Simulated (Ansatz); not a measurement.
# Supercells of BH7C4N2O2F2 (P2_1/c) (144 atoms): plane waves and support functions, part 2 of 2

Wanted: cost and convergence against size for BH7C4N2O2F2 (P2_1/c) (144 atoms).

Ansatz 0.2.0; Kohn-Sham DFT, PBE+D4, PAW (set soft_2), plane waves.

So far. Step 5 (Plane waves, 288 atoms): The energy lies 0.0163 meV/atom above the dense-mesh reference. Step 6 (Support functions, 288 atoms): The energy lies 4.66 meV/atom below the dense-mesh reference, and 4.7 meV/atom below plane waves of the same size, an offset between the two bases that leaves the sampling error alike.

## Step 7: Plane waves, 1728 atoms

The cell is repeated and solved at Γ in plane waves, whose cost grows towards the cube of the size.

This step: Kohn-Sham DFT, PBE+D4, PAW (set soft_2), plane waves (Ansatz 0.2.0).

File input.yaml:

```yaml
crystal:
  lattice:
    - [13.4532, 0.0, 0.0]
    - [0.0, 13.5479, 0.0]
    - [-4.6659, 0.0, 7.55385]
  atoms:
    [... the 144 atom lines of step 2 ...]
  supercell: [2, 2, 3]
kpoints:
  mp_grid: { grid: [1, 1, 1] }
hamiltonian:
  xc: pbe
  dispersion: d4
scf:
  occupations: { method: gaussian, width: 0.025 }
output:
  forces: true
  eigenvalues: true
```

Started as:

```sh
$ ansatz run input.yaml --threads 32 --pin off --max-ram 143360MiB --backend cuda --events-out ev --progress --plain --runs-dir out
```

Numbers of over 12 decimals in the logs are rounded to 6 here.

What it wrote:

```text
[...]
Symmetry: 96 space group operations
[...]
k-points: 1
[...]
SCF iter   1: F=—  HF=-460150.674750 eV  |F-HF|=—  |Δ(HF+E_count)|=         —  Δρ=6.57e-3  dr2=7.71e0  ethr=1.77e-3  ⟨swp⟩=6.0  Hψ=20894  notcnv=0  defer=551
[...]
SCF iter   5: F=—  HF=-460149.040031 eV  |F-HF|=—  |Δ(HF+E_count)|=   6.96e-3  Δρ=1.68e-4  dr2=4.37e-3  ethr=6.48e-7  ⟨swp⟩=2.0  Hψ=5664  notcnv=0  defer=378
[...]
SCF iter  10: F=—  HF=-460149.042119 eV  |F-HF|=—  |Δ(HF+E_count)|=   1.82e-6  Δρ=9.43e-7  dr2=1.51e-7  ethr=1.65e-11  ⟨swp⟩=2.0  Hψ=5472  notcnv=0  defer=378
SCF iter  11: F=-460149.042119 eV  HF=-460149.042119 eV  |F-HF|=2.00e-8  |Δ(HF+E_count)|=   1.40e-7  Δρ=5.03e-7  dr2=3.92e-8  ethr=1.68e-12  ⟨swp⟩=12.0  Hψ=12925  notcnv=0
SCF 1 converged in 11 iterations: F = -460149.042119 eV  dr2 = 3.92e-8
[...]
SCF converged after 11 iterations
Free energy (F): -460149.042119 eV
[...]
Internal energy: -460149.042119 eV  (E = F + TS)
E sigma→0 (E₀):  -460149.042119 eV
Fermi energy:    2.026100 eV
[...]
Σ components = -460149.042119   (vs F -460149.042119, Δ=0.00e0)
--- Forces (eV/Å), atoms counted from 1 ---
  atom   1  B     -0.04323479     0.05454276    -0.32624510
  atom   2  B      0.04323479     0.05454276     0.32624510
  atom   3  B      0.04323479    -0.05454276     0.32624510
  atom   4  B     -0.04323479    -0.05454276    -0.32624510
  atom   5  H      0.01041504     0.08797013    -0.14518590
  atom   6  H     -0.01041504     0.08797013     0.14518590
  [... forces on the other 1722 atoms ...]
  max |Σ_I F_I| component: 5.82e-14 eV/Å
--- Band table (eV) ---
[... left out ...]
```

Run time: 38 s. Hardware: 1 × NVIDIA GB200 with 32 threads of Arm Neoverse V2, shared host; peak memory 4 GiB; 7.1 min of CPU time.

That memory is the host's.

The program repeats the typed cell 2×2×3 times, 1728 atoms in all; totals in the log are those of the whole repeated cell, and force differences are taken after averaging over the copies of each atom.

This repeat at Γ samples the very k-points of the reference's mesh, so the two must agree.

The energy lies 0 meV/atom below the dense-mesh reference.

## Step 8: Support functions, 1728 atoms

The repeated cell is solved at Γ in support functions.

This step: Kohn-Sham DFT, PBE+D4, PAW (set soft_2), localised support functions (medium) (Ansatz 0.2.0).

Changes to input.yaml since step 7:

```diff
@@ -15,2 +15,4 @@
   occupations: { method: gaussian, width: 0.025 }
+  eigensolver: { kind: { support_functions: { accuracy: medium } } }
+  max_iter: 150
 output:
```

Elapsed: 36 s, on 1 × NVIDIA GB200 with 32 threads; peak memory 6.4 GiB; 7.4 min of CPU time.

That memory is the host's; the program planned up to 28.8 GiB on the GPU.

The program repeats the typed cell 2×2×3 times, 1728 atoms in all; totals in the log are those of the whole repeated cell, and force differences are taken after averaging over the copies of each atom.

It converged in 14 SCF cycles; the log is left out.

The energy lies 4.62 meV/atom below the dense-mesh reference, and 4.6 meV/atom below plane waves of the same size, an offset between the two bases that leaves the sampling error alike.

## Step 9: Truncated density matrix, 1728 atoms

Cutting the density matrix at a range is meant to remove the step that grows fastest with size; it needs a cell with a gap.

This step: Kohn-Sham DFT, PBE+D4, PAW (set soft_2), localised support functions (medium), truncated density matrix (Ansatz 0.2.0).

input.yaml, the sections that differ from step 8:

```yaml
scf:
  occupations: { method: gaussian, width: 0.025 }
  eigensolver:
    kind:
      support_functions: { accuracy: medium, density_matrix: { truncated: {} } }
    mixed_precision: true
  max_iter: 150
output:
  forces: true
# crystal, kpoints, hamiltonian: as in step 8
```

Wall time 33 s (1 × NVIDIA GB200 with 32 threads); peak memory 6.3 GiB.

That memory is the host's; the program planned up to 30.3 GiB on the GPU.

The program repeats the typed cell 2×2×3 times, 1728 atoms in all; totals in the log are those of the whole repeated cell, and force differences are taken after averaging over the copies of each atom.

The program notes that the search for missed states was only partial.

It converged in 15 SCF cycles; the log is left out.

The energy lies 4.62 meV/atom below the dense-mesh reference, and 4.6 meV/atom below plane waves of the same size, an offset between the two bases that leaves the sampling error alike.

## Step 10: Support functions, 6480 atoms

The repeated cell is solved at Γ in support functions.

This step: Kohn-Sham DFT, PBE+D4, PAW (set soft_2), localised support functions (medium) (Ansatz 0.2.0).

input.yaml, the sections that differ from step 9:

```yaml
crystal:
  lattice:
    - [13.4532, 0.0, 0.0]
    - [0.0, 13.5479, 0.0]
    - [-4.6659, 0.0, 7.55385]
  atoms:
    [... the 144 atom lines of step 2 ...]
  supercell: [3, 3, 5]
scf:
  occupations: { method: gaussian, width: 0.025 }
  eigensolver: { kind: { support_functions: { accuracy: medium } } }
  max_iter: 150
# kpoints, hamiltonian, output: as in step 9
```

Wall time 2.9 min (1 × NVIDIA GB200 with 32 threads); peak memory 25 GiB; 31 min of CPU time.

That memory is the host's; the program planned up to 137 GiB on the GPU.

The program repeats the typed cell 3×3×5 times, 6480 atoms in all; totals in the log are those of the whole repeated cell, and force differences are taken after averaging over the copies of each atom.

It converged in 14 SCF cycles; the log is left out.

The energy lies 4.65 meV/atom below the dense-mesh reference.

## Step 11: Truncated density matrix, 6480 atoms

Cutting the density matrix at a range is meant to remove the step that grows fastest with size; it needs a cell with a gap.

This step: Kohn-Sham DFT, PBE+D4, PAW (set soft_2), localised support functions (medium), truncated density matrix (Ansatz 0.2.0).

input.yaml, the sections that differ from step 10:

```yaml
scf:
  occupations: { method: gaussian, width: 0.025 }
  eigensolver:
    kind:
      support_functions: { accuracy: medium, density_matrix: { truncated: {} } }
    mixed_precision: true
  max_iter: 150
# crystal, kpoints, hamiltonian, output: as in step 10
```

What it wrote:

```text
[...]
GPU FFT provider: cuFFT
GPU libraries: cuBLAS 13.8.1, cuFFT 12.4.0, cuSOLVER 12.3.2
[...]
Crystal: 6480 atoms, lattice volume = 61955.298 Å³
Basis set: ecut = 631 eV, 2229871 PW (Γ), exchange–correlation on 720×720×750 points (8 copies of the dense FFT grid, shifted against one another)
Bands: 11451, of which v1, the nominal top of the filled ones, is band 11160 counted from 1 (11159 counted from 0)
Symmetry: 1 space group operations
k-points: 1
[...]
GPU buffer pool allocated for 48600000 grid points (all kernels)
[...]
SCF iter   1: F=—  HF=-1727487.686565 eV  |F-HF|=—  |Δ(HF+E_count)|=         —  Δρ=1.26e-1  dr2=1.19e4  ethr=1.00e-1
[...]
SCF iter  15: F=—  HF=-1725588.190400 eV  |F-HF|=—  |Δ(HF+E_count)|=   4.79e-2  Δρ=4.75e-6  dr2=2.17e-5  ethr=2.98e-10  κ⁻¹=1.7e-5(r=7)
SCF iter  16: F=-1725588.190340 eV  HF=-1725588.190343 eV  |F-HF|=2.33e-6  |Δ(HF+E_count)|=   5.70e-5  Δρ=2.15e-6  dr2=5.70e-6  ethr=9.73e-11
WARN: states of the grid below an occupied one that the support functions miss were sought only among those that the levels near the highest filled one couple to: one that couples little to each, as a local one in a large cell, is not found (with such a state the run ended in a higher one, [...]
SCF 1 converged in 16 iterations: F = -1725589.019133 eV  dr2 = 5.70e-6
[...]
SCF converged after 16 iterations
[...]
Free energy (F): -1725589.019133 eV
[...]
Internal energy: -1725589.019133 eV  (E = F + TS)
E sigma→0 (E₀):  -1725589.019133 eV
Fermi energy:    2.026634 eV
[...]
Σ components = -1725589.019133   (vs F -1725589.019133, Δ=0.00e0)
--- Forces (eV/Å), atoms counted from 1 ---
  atom   1  B     -0.04255580     0.05144391    -0.32561928
  atom   2  B      0.04315013     0.05263309     0.32373987
  atom   3  B      0.04738424    -0.05198917     0.32371371
  atom   4  B     -0.04680114    -0.05271397    -0.32384025
  atom   5  H      0.00219756     0.08076493    -0.15040903
  atom   6  H     -0.00253083     0.08074372     0.15070121
  [... forces on the other 6474 atoms ...]
  max |Σ_I F_I| component: 2.99e-2 eV/Å
```

It took 2.3 min on 1 × NVIDIA GB200 with 32 threads; peak memory 24 GiB.

That memory is the host's; the program planned up to 144 GiB on the GPU.

The program repeats the typed cell 3×3×5 times, 6480 atoms in all; totals in the log are those of the whole repeated cell, and force differences are taken after averaging over the copies of each atom.

The energy lies 4.65 meV/atom below the dense-mesh reference.

## Step 12: Truncated density matrix, 13824 atoms

Cutting the density matrix at a range is meant to remove the step that grows fastest with size; it needs a cell with a gap.

Changes to input.yaml since step 11:

```diff
@@ -7,3 +7,3 @@
     [... the 144 atom lines of step 2 ...]
-  supercell: [3, 3, 5]
+  supercell: [4, 4, 6]
 kpoints:
```

What it wrote:

```text
[...]
GPU FFT provider: cuFFT
GPU libraries: cuBLAS 13.8.1, cuFFT 12.4.0, cuSOLVER 12.3.2
[...]
Crystal: 13824 atoms, lattice volume = 132171.303 Å³
Basis set: ecut = 631 eV, 4757139 PW (Γ), exchange–correlation on 900×900×900 points (8 copies of the dense FFT grid, shifted against one another)
Bands: 24416, of which v1, the nominal top of the filled ones, is band 23808 counted from 1 (23807 counted from 0)
Symmetry: 1 space group operations
k-points: 1
[...]
GPU buffer pool allocated for 91125000 grid points (all kernels)
[...]
SCF iter   1: F=—  HF=-3685298.065641 eV  |F-HF|=—  |Δ(HF+E_count)|=         —  Δρ=1.26e-1  dr2=2.56e4  ethr=1.00e-1
[...]
SCF iter  15: F=—  HF=-3681254.451569 eV  |F-HF|=—  |Δ(HF+E_count)|=   1.02e-1  Δρ=4.57e-6  dr2=4.49e-5  ethr=2.53e-10  κ⁻¹=1.5e-5(r=7)
SCF iter  16: F=-3681254.539899 eV  HF=-3681254.539904 eV  |F-HF|=5.42e-6  |Δ(HF+E_count)|=   8.83e-2  Δρ=2.35e-6  dr2=1.46e-5  ethr=9.43e-11
[...]
SCF 1 converged in 16 iterations: F = -3681256.229891 eV  dr2 = 1.46e-5
[...]
SCF converged after 16 iterations
[...]
Free energy (F): -3681256.229891 eV
[...]
Internal energy: -3681256.229891 eV  (E = F + TS)
E sigma→0 (E₀):  -3681256.229891 eV
Fermi energy:    2.026682 eV
[...]
Σ components = -3681256.229891   (vs F -3681256.229891, Δ=0.00e0)
--- Forces (eV/Å), atoms counted from 1 ---
  atom   1  B     -0.04249520     0.05072349    -0.32546914
  atom   2  B      0.04270063     0.05226341     0.32361284
  atom   3  B      0.04679108    -0.05178415     0.32370833
  atom   4  B     -0.04684922    -0.05215231    -0.32330456
  atom   5  H      0.00229523     0.08074378    -0.15037287
  atom   6  H     -0.00256456     0.08070939     0.15072254
  [... forces on the other 13818 atoms ...]
  max |Σ_I F_I| component: 5.97e-2 eV/Å
```

Wall time 6 min (1 × NVIDIA GB200 with 32 threads); peak memory 65 GiB; 71 min of CPU time.

That memory is the host's; the program planned up to 173 GiB on the GPU.

The program repeats the typed cell 4×4×6 times, 13824 atoms in all; totals in the log are those of the whole repeated cell, and force differences are taken after averaging over the copies of each atom.

The energy lies 4.62 meV/atom below the dense-mesh reference.

## Step 13: All sizes together

Differences are against the typed cell on a 2×2×3 mesh, which samples like Γ on 1728 atoms (r.m.s. force component 0.382 eV/Å, gap 3.00 eV). Every repeated cell is solved at Γ, and forces are averaged over the copies of each atom. Hardware: 1 × NVIDIA GB200 with 32 threads of Arm Neoverse V2, shared host.

```tsv
atoms	repeats	basis	Δ force, r.m.s. (meV/Å)	Δ energy (meV/atom)	less plane waves of the same size (meV/atom)	gap (eV)	spread among copies (meV/Å)	SCF cycles	time	host memory (GiB)
144	1×1×1	plane waves	11.3	-0.127	-	3.00	-	9	2.5 s	1.4
144	1×1×1	support functions	12.9	-4.83	-4.7	3.00	-	13	7 s	1.4
288	1×1×2	plane waves	0.182	0.0163	-	3.00	0	10	3.9 s	1.5
288	1×1×2	support functions	5.13	-4.66	-4.7	3.00	0	13	9 s	2.3
1728	2×2×3	plane waves	0.01	0	-	3.00	0	11	38 s	4.0
1728	2×2×3	support functions	5.11	-4.62	-4.6	3.00	0.20	14	36 s	6.4
1728	2×2×3	truncated density matrix	5.08	-4.62	-4.6	-	0.18	15	33 s	6.3
6480	3×3×5	support functions	5.14	-4.65	-	3.00	0.18	14	2.9 min	25
6480	3×3×5	truncated density matrix	5.09	-4.65	-	-	0.15	16	2.3 min	24
13824	4×4×6	truncated density matrix	5.09	-4.62	-	-	0.15	16	6 min	65
```

## Step 14: What the reference run shows

With the settings judged, the reference run is read for its physics.

Neighbours are counted within 1.34 Å (H-C), 1.85 Å (C-C), 1.62 Å (C-N), 1.68 Å (C-O), 1.72 Å (F-B), 1.55 Å (N-O), 1.83 Å (O-B).

Length of the force by element and coordination:

```tsv
element	coordination	atoms	mean length of the force (eV/Å)	spread	least	most
B	all	8	0.334	0	0.334	0.334
C	all	32	0.783	0.344	0.407	1.16
C	3	16	1.13	0.0302	1.10	1.16
C	4	16	0.440	0.0324	0.407	0.472
F	all	16	0.738	0.0242	0.714	0.763
H	all	56	0.216	0.0968	0.0636	0.409
N	all	16	1.09	0.374	0.715	1.46
N	2	8	0.715	0	0.715	0.715
N	3	8	1.46	0	1.46	1.46
O	all	16	0.555	0.201	0.354	0.756
```

Intrinsic-atomic-orbital charges by element and coordination:

```tsv
element	coordination	atoms	mean charge (e)	spread	least	most
B	all	8	0.718	0	0.718	0.718
C	all	32	-0.149	0.316	-0.422	0.359
C	3	16	0.116	0.243	-0.127	0.359
C	4	16	-0.415	0.0066	-0.422	-0.408
F	all	16	-0.407	0.0049	-0.411	-0.402
H	all	56	0.206	0.0075	0.192	0.219
N	all	16	-0.0198	0.0107	-0.0305	-0.0091
N	2	8	-0.0305	0	-0.0305	-0.0305
N	3	8	-0.0091	0	-0.0091	-0.0091
O	all	16	-0.353	0.01	-0.363	-0.344
```

States in the cell by windows of 1 eV, zero at the Fermi level; some projections on atomic orbitals stand beside the total:

```tsv
from (eV)	to (eV)	total	C p	F p	N p	H s	C s
-18	-17	14.6	1.4	0.0	2.3	0.5	3.7
-17	-16	1.4	0.1	0.0	0.2	0.0	0.4
-16	-15	0.0	0.0	0.0	0.0	0.0	0.0
-15	-14	15.3	2.2	0.0	4.0	1.8	5.2
-14	-13	16.7	0.8	0.0	4.0	3.7	6.8
-13	-12	0.0	0.0	0.0	0.0	0.0	0.0
-12	-11	16.0	3.7	0.3	1.1	1.8	3.4
-11	-10	16.0	2.4	1.3	0.6	1.4	1.6
-10	-9	25.9	8.3	1.0	4.3	2.3	0.9
-9	-8	26.9	8.2	4.8	3.7	3.2	1.0
-8	-7	44.8	9.8	15.6	5.9	3.6	0.7
-7	-6	30.1	10.0	4.6	7.0	3.4	0.4
-6	-5	67.7	25.3	10.6	4.1	13.3	0.4
-5	-4	77.6	11.1	36.7	6.2	4.9	0.3
-4	-3	15.0	1.6	10.6	0.5	0.6	0.0
-3	-2	31.8	5.9	2.4	8.4	1.7	0.1
-2	-1	16.2	2.0	0.3	5.3	0.5	0.1
-1	1	0.0	0.0	0.0	0.0	0.0	0.0
1	2	16.0	5.4	0.1	7.3	0.5	0.0
2	4	0.0	0.0	0.0	0.0	0.0	0.0
4	5	18.5	9.5	0.1	2.9	2.1	0.6
```

The curve was stored every 0.10 eV, coarse against its broadening of 0.08 eV, so these counts are rough.

Between -26 and -18 eV lie 80 more states.

Not all projections were asked for or kept, so they needn't add up to the total.

The levels nearest the highest filled one (over half full), pooled over k-points and spins:

```tsv
level less the highest filled one (eV)	occupation
-0.0106	2
-0.009	2
-0.0019	2
-8.0e-4	2
-8.0e-4	2
0	2
3.00	0
3.01	0
3.01	0
3.01	0
3.01	0
3.01	0
```

Forces differ by site in this geometry: N atoms with 3 neighbours bear 1.5 eV/Å on average, against 0.71 eV/Å for those with 2. Mean intrinsic-atomic-orbital charges: B +0.72, C -0.15, F -0.41, H +0.21, N -0.02, O -0.35 e.

## Step 15: Summary of results

```json
{
  "free energy per atom": "-266.2900 eV/atom",
  "density": "1.582 g/cm³",
  "pressure": "2.046 GPa",
  "r.m.s. force component": "0.3818 eV/Å",
  "gap (highest filled to lowest empty level)": "2.998 eV",
  "wall time of the 11 DFT runs": "13 min"
}
```

Repeating the cell at Γ samples more k-points: in plane waves the energy difference from the dense mesh goes from -0.127 meV/atom at 144 atoms to 0 at 1728, and the force difference from 11 to 0.01 meV/Å; the gap stays at 3.00 eV. With plane waves, the time grows as the 1.3 power of the atom count between the two largest sizes, 288 and 1728 atoms. The smaller run is short enough for fixed overheads to flatten this slope. With support functions, the time grows as the 1.2 power of the atom count between the two largest sizes, 1728 and 6480 atoms. With the truncated density matrix, the time grows as the 1.3 power of the atom count between the two largest sizes, 6480 and 13824 atoms. At 6480 atoms truncation (run in mixed precision) changes the energy by +0.0005 meV/atom and takes 0.78 times the time of the full density matrix. At equal size the support functions lie 4.6 to 4.7 meV/atom below plane waves, likely because their grid holds more waves than 420 eV; no run tests this. Support functions take 2.9 times the time of plane waves at 144 atoms and 0.94 times at 1728, so the crossover lies within the series.

The highest filled and lowest empty levels differ by 3.00 eV (on the run's k-points); a semilocal functional tends to put such gaps too low. Forces differ by site in this geometry: N atoms with 3 neighbours bear 1.5 eV/Å on average, against 0.71 eV/Å for those with 2.

**Limits.** The geometry starts from published positions and isn't relaxed at this level: its force components are 0.38 eV/Å r.m.s. The pressure of 2.0 GPa belongs to a cell and atoms that aren't relaxed at this level.

[Logs are printed without paths, hosts, clocks, repeated set-up lines and the standing remarks that a program may print on its own settings, such as how far it seeks lower states.]

[Hosts, paths, dates, database ids (printed as entryN), source tags and the programs' standing remarks are cut or masked in the printed files.]
